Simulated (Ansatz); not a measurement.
# Is InGaW in the AlB2 type a stable metal?, part 2 of 2

The plan: relax InGaW in the AlB2 type, check its phonons, and, if the lattice is stable, compute its Eliashberg function and ρ(T).

Ansatz 0.2.0; DFT LDA, scalar-relativistic, plane waves, PAW; PAW set soft_1.

So far, highest frequency, solved or plainly interpolated (cm⁻¹): step 5 (phonons: q 2×2×2, k 4×4×6) 247. Also lowest on path (cm⁻¹): step 5 -56.1. The relaxed cell has a = 4.622, c = 2.692 Å (conventional setting).

The structure was built from a prototype and need not be the compound's stable phase.

### Step 6. Phonons: q 3×3×3, k 6×6×9 (continued)

The modes has structure finer than the step of the table below, so its rows give means over 10 cm⁻¹, whole bins alone (the curve runs from -51.1 to 261 cm⁻¹). Peaks (cm⁻¹: height): Ga 27.5: 0.0185, 84.4: 0.0166, 104.1: 0.0217, 139.4: 0.0205, 151.2: 0.0199, 161.0: 0.0319, 196.4: 0.0338; In 33.4: 0.0220, 104.1: 0.0171, 170.8: 0.0162, 196.4: 0.0353, 212.1: 0.0319, 225.8: 0.0160, 239.6: 0.0183; W 31.4: 0.0140, 70.7: 0.0329, 84.4: 0.0357, 108.0: 0.0467, 165.0: 0.0113.

Phonopy on the run's constants, 15x15x21 mesh, Gaussian sigma 2.2 cm⁻¹. The modes by wavenumber; means over each step; values in 1/cm⁻¹/cell:

```
wavenumber (cm⁻¹)       Ga       In        W
              -40  0.00445   2.7e-4   1.9e-4
              -30  0.00794   3.8e-4   2.4e-4
              -20   6.9e-4   1.3e-5   1.4e-6
              -10   5.0e-5   6.9e-5   4.5e-7
                0   6.4e-5   9.7e-5   7.0e-5
               10   7.4e-4  0.00110   5.7e-4
               20  0.00611  0.00569  0.00361
               30   0.0173   0.0188   0.0118
               40   0.0109   0.0146  0.00972
               50  0.00395  0.00693  0.00742
               60   0.0105  0.00675   0.0137
               70  0.00502   0.0126   0.0297
               80  0.00912   0.0115   0.0291
               90   0.0105   0.0127   0.0286
              100   0.0141   0.0148   0.0327
              110   0.0121   0.0131   0.0429
              120  0.00928   0.0129   0.0232
              130   0.0121   0.0104  0.00936
              140   0.0144  0.00873  0.00715
              150   0.0143   0.0104  0.00875
              160   0.0256  0.00317  0.00859
              170   0.0107   0.0111  0.00931
              180   0.0138  0.00933  0.00872
              190   0.0258   0.0235  0.00713
              200   0.0288   0.0272  0.00432
              210   0.0212   0.0259  0.00257
              220  0.00951   0.0126   3.8e-4
              230   6.0e-4   0.0101   1.3e-4
              240   2.2e-4   0.0146   1.6e-4
              250   1.9e-5   7.6e-4   4.4e-6
```

No LO-TO term; unit eigenvectors of the mass-weighted matrix. The modes at Γ (shares of kinetic energy by element, %) (negative means imaginary):

```
mode  frequency (cm⁻¹)  symmetry  W %  Ga %  In %
   1             -40.5      A2''   10    81     9
   2               0.0   unnamed   50    19    31
   3               0.0   unnamed   50    19    31
   4               0.0   unnamed   50    19    31
   5              76.8      A2''   40     0    60
   6             103.6        E'   48    33    19
   7             103.6        E'   48    33    19
   8             203.5        E'    2    49    50
   9             203.5        E'    2    49    50
```

Displacements in mode 1 (-40.5 cm⁻¹), the largest set to 1:
```
W1   0.00  0.00 -0.22
Ga2  0.00  0.00  1.00
In3  0.00  0.00 -0.25
```

Displacements in mode 9 (203.5 cm⁻¹), the largest set to 1:
```
W1   0.00 -0.11  0.00
Ga2  0.00 -1.00  0.00
In3  0.00  0.79  0.00
```

Among the solved wavevectors the lowest mode, translations apart, is -40.8 cm⁻¹, imaginary.

### Step 7. Phonons by linear response: Fermi–Dirac smearing of 0.3 eV

The phonons are repeated on the same meshes with a wide Fermi–Dirac smearing, to see whether the soft mode comes from sharp features of the Fermi surface.

The input, input.yaml:

```yaml
crystal:
  lattice:
    - [4.6221467474, -3.2753e-06, 0.0]
    - [-2.3110705372, 4.0028981409, 0.0]
    - [0.0, 0.0, 2.6921972705]
  atoms:
    - { symbol: W, position: [0.0, 0.0, 0.0] }
    - { symbol: Ga, position: [0.3333333333, 0.6666666667, 0.5] }
    - { symbol: In, position: [0.6666666667, 0.3333333333, 0.5] }
kpoints:
  mp_grid: { grid: [6, 6, 9] }
hamiltonian:
  xc: lda
  pseudopotentials: { kind: paw, azcp: { folder: soft_1 }, xc_functional: pbe }
scf:
  occupations: { method: fermi_dirac, width: 0.3 }
output:
  eigenvalues: true
phonons:
  method: dfpt
  qmesh: [3, 3, 3]
  temperatures: { t_max: 1000, t_step: 50 }
  qpath:
    path:
      - [[0.0, 0.0, 0.0], [0.5, 0.0, 0.0], [0.33333333, 0.33333333, 0.0], [0.0, 0.0, 0.0], [0.0, 0.0, 0.5], [0.5, 0.0, 0.5], [0.33333333, 0.33333333, 0.5], [0.0, 0.0, 0.5]]
      - [[0.5, 0.0, 0.5], [0.5, 0.0, 0.0]]
      - [[0.33333333, 0.33333333, 0.5], [0.33333333, 0.33333333, 0.0]]
    npoints: 10
```

Started as:

```console
ansatz run input.yaml --threads 4 --pin off --max-ram 12288MiB --backend cpu --events-out ev --progress --plain --runs-dir out
```

Elapsed: 81 s, on 4 threads of AMD EPYC 9B45 (Zen 5), shared host; peak memory 1.4 GiB; 5.1 min of CPU time.

This step gave:

```
share of imaginary modes in the plain interpolation between solved wavevectors : 0.0159
highest frequency, solved or plainly interpolated                              : 244.1 cm⁻¹
```

Solved on the 3×3×3 mesh alone; all other wavevectors are interpolated. Phonon branches along the path, in cm⁻¹:

```
    point  branch 1  branch 2  branch 3  branch 4  branch 5  branch 6  branch 7  branch 8  branch 9
        Γ       -40         0         0         0        77       103       103       206       206
  halfway       -39        12        27        71        72       102       121       199       211
        M       -37        17        44        64       102       105       127       196       215
  halfway       -36        29        48        62        86       104       146       186       219
        K       -35        30        55        57        82       102       168       169       222
  halfway       -38        27        31        70        71       102       129       195       214
        Γ       -40         0         0         0        77       103       103       206       206
  halfway        49        49        95        95       109       127       178       198       198
        A        74        74        82        82       159       174       190       190       244
  halfway        57        78        86        98       161       172       189       193       242
        L        35        76       107       113       159       164       193       196       241
  halfway        27        85       110       117       159       164       178       206       241
        H        16        97       104       131       155       164       168       210       241
  halfway        50        80        92       100       162       174       182       199       242
        A        74        74        82        82       159       174       190       190       244
jump to L        35        76       107       113       159       164       193       196       241
  halfway        22        92       103       106       120       133       177       189       206
        M       -37        17        44        64       102       105       127       196       215
jump to H        16        97       104       131       155       164       168       210       241
  halfway        21        91        97       111       130       153       160       179       213
        K       -35        30        55        57        82       102       168       169       222
```

Among the solved wavevectors the lowest mode, translations apart, is -40.2 cm⁻¹, imaginary.

### Step 8. Outcome

| Quantity | Value |
| --- | --- |
| phonon run of the rows without a label of their own | LDA, q 3×3×3, k 6×6×9 |
| softest mode on the q mesh | -40.8 cm⁻¹ at q = (0, 0.333, 0) |
| highest frequency, solved or plainly interpolated | 244 cm⁻¹ |

The lattice is dynamically unstable at this level: a mode at q = (0, 0.333, 0) is imaginary, 40.8i cm⁻¹, so no harmonic coupling constant or resistivity is defined for this structure. These meshes are coarse, and single modes of a metal can move by tens of cm⁻¹ with the k mesh. The coarser mesh found an imaginary mode at another wavevector, which this mesh lacks. Spin–orbit coupling, left out here, matters for W. The phonon runs are not spin-polarised. The PAW files were made for PBE; under other functionals the run regenerates their frozen core. The structure was built by hand as an ordered model, and its stability against other phases was not tested.

[Logs are printed without paths, hosts, clocks, repeated set-up lines and the standing remarks that a program may print on its own settings, such as how far it seeks lower states.]

[Hosts, paths, dates, database ids (printed as entryN), source tags and the programs' standing remarks are cut or masked in the printed files.]
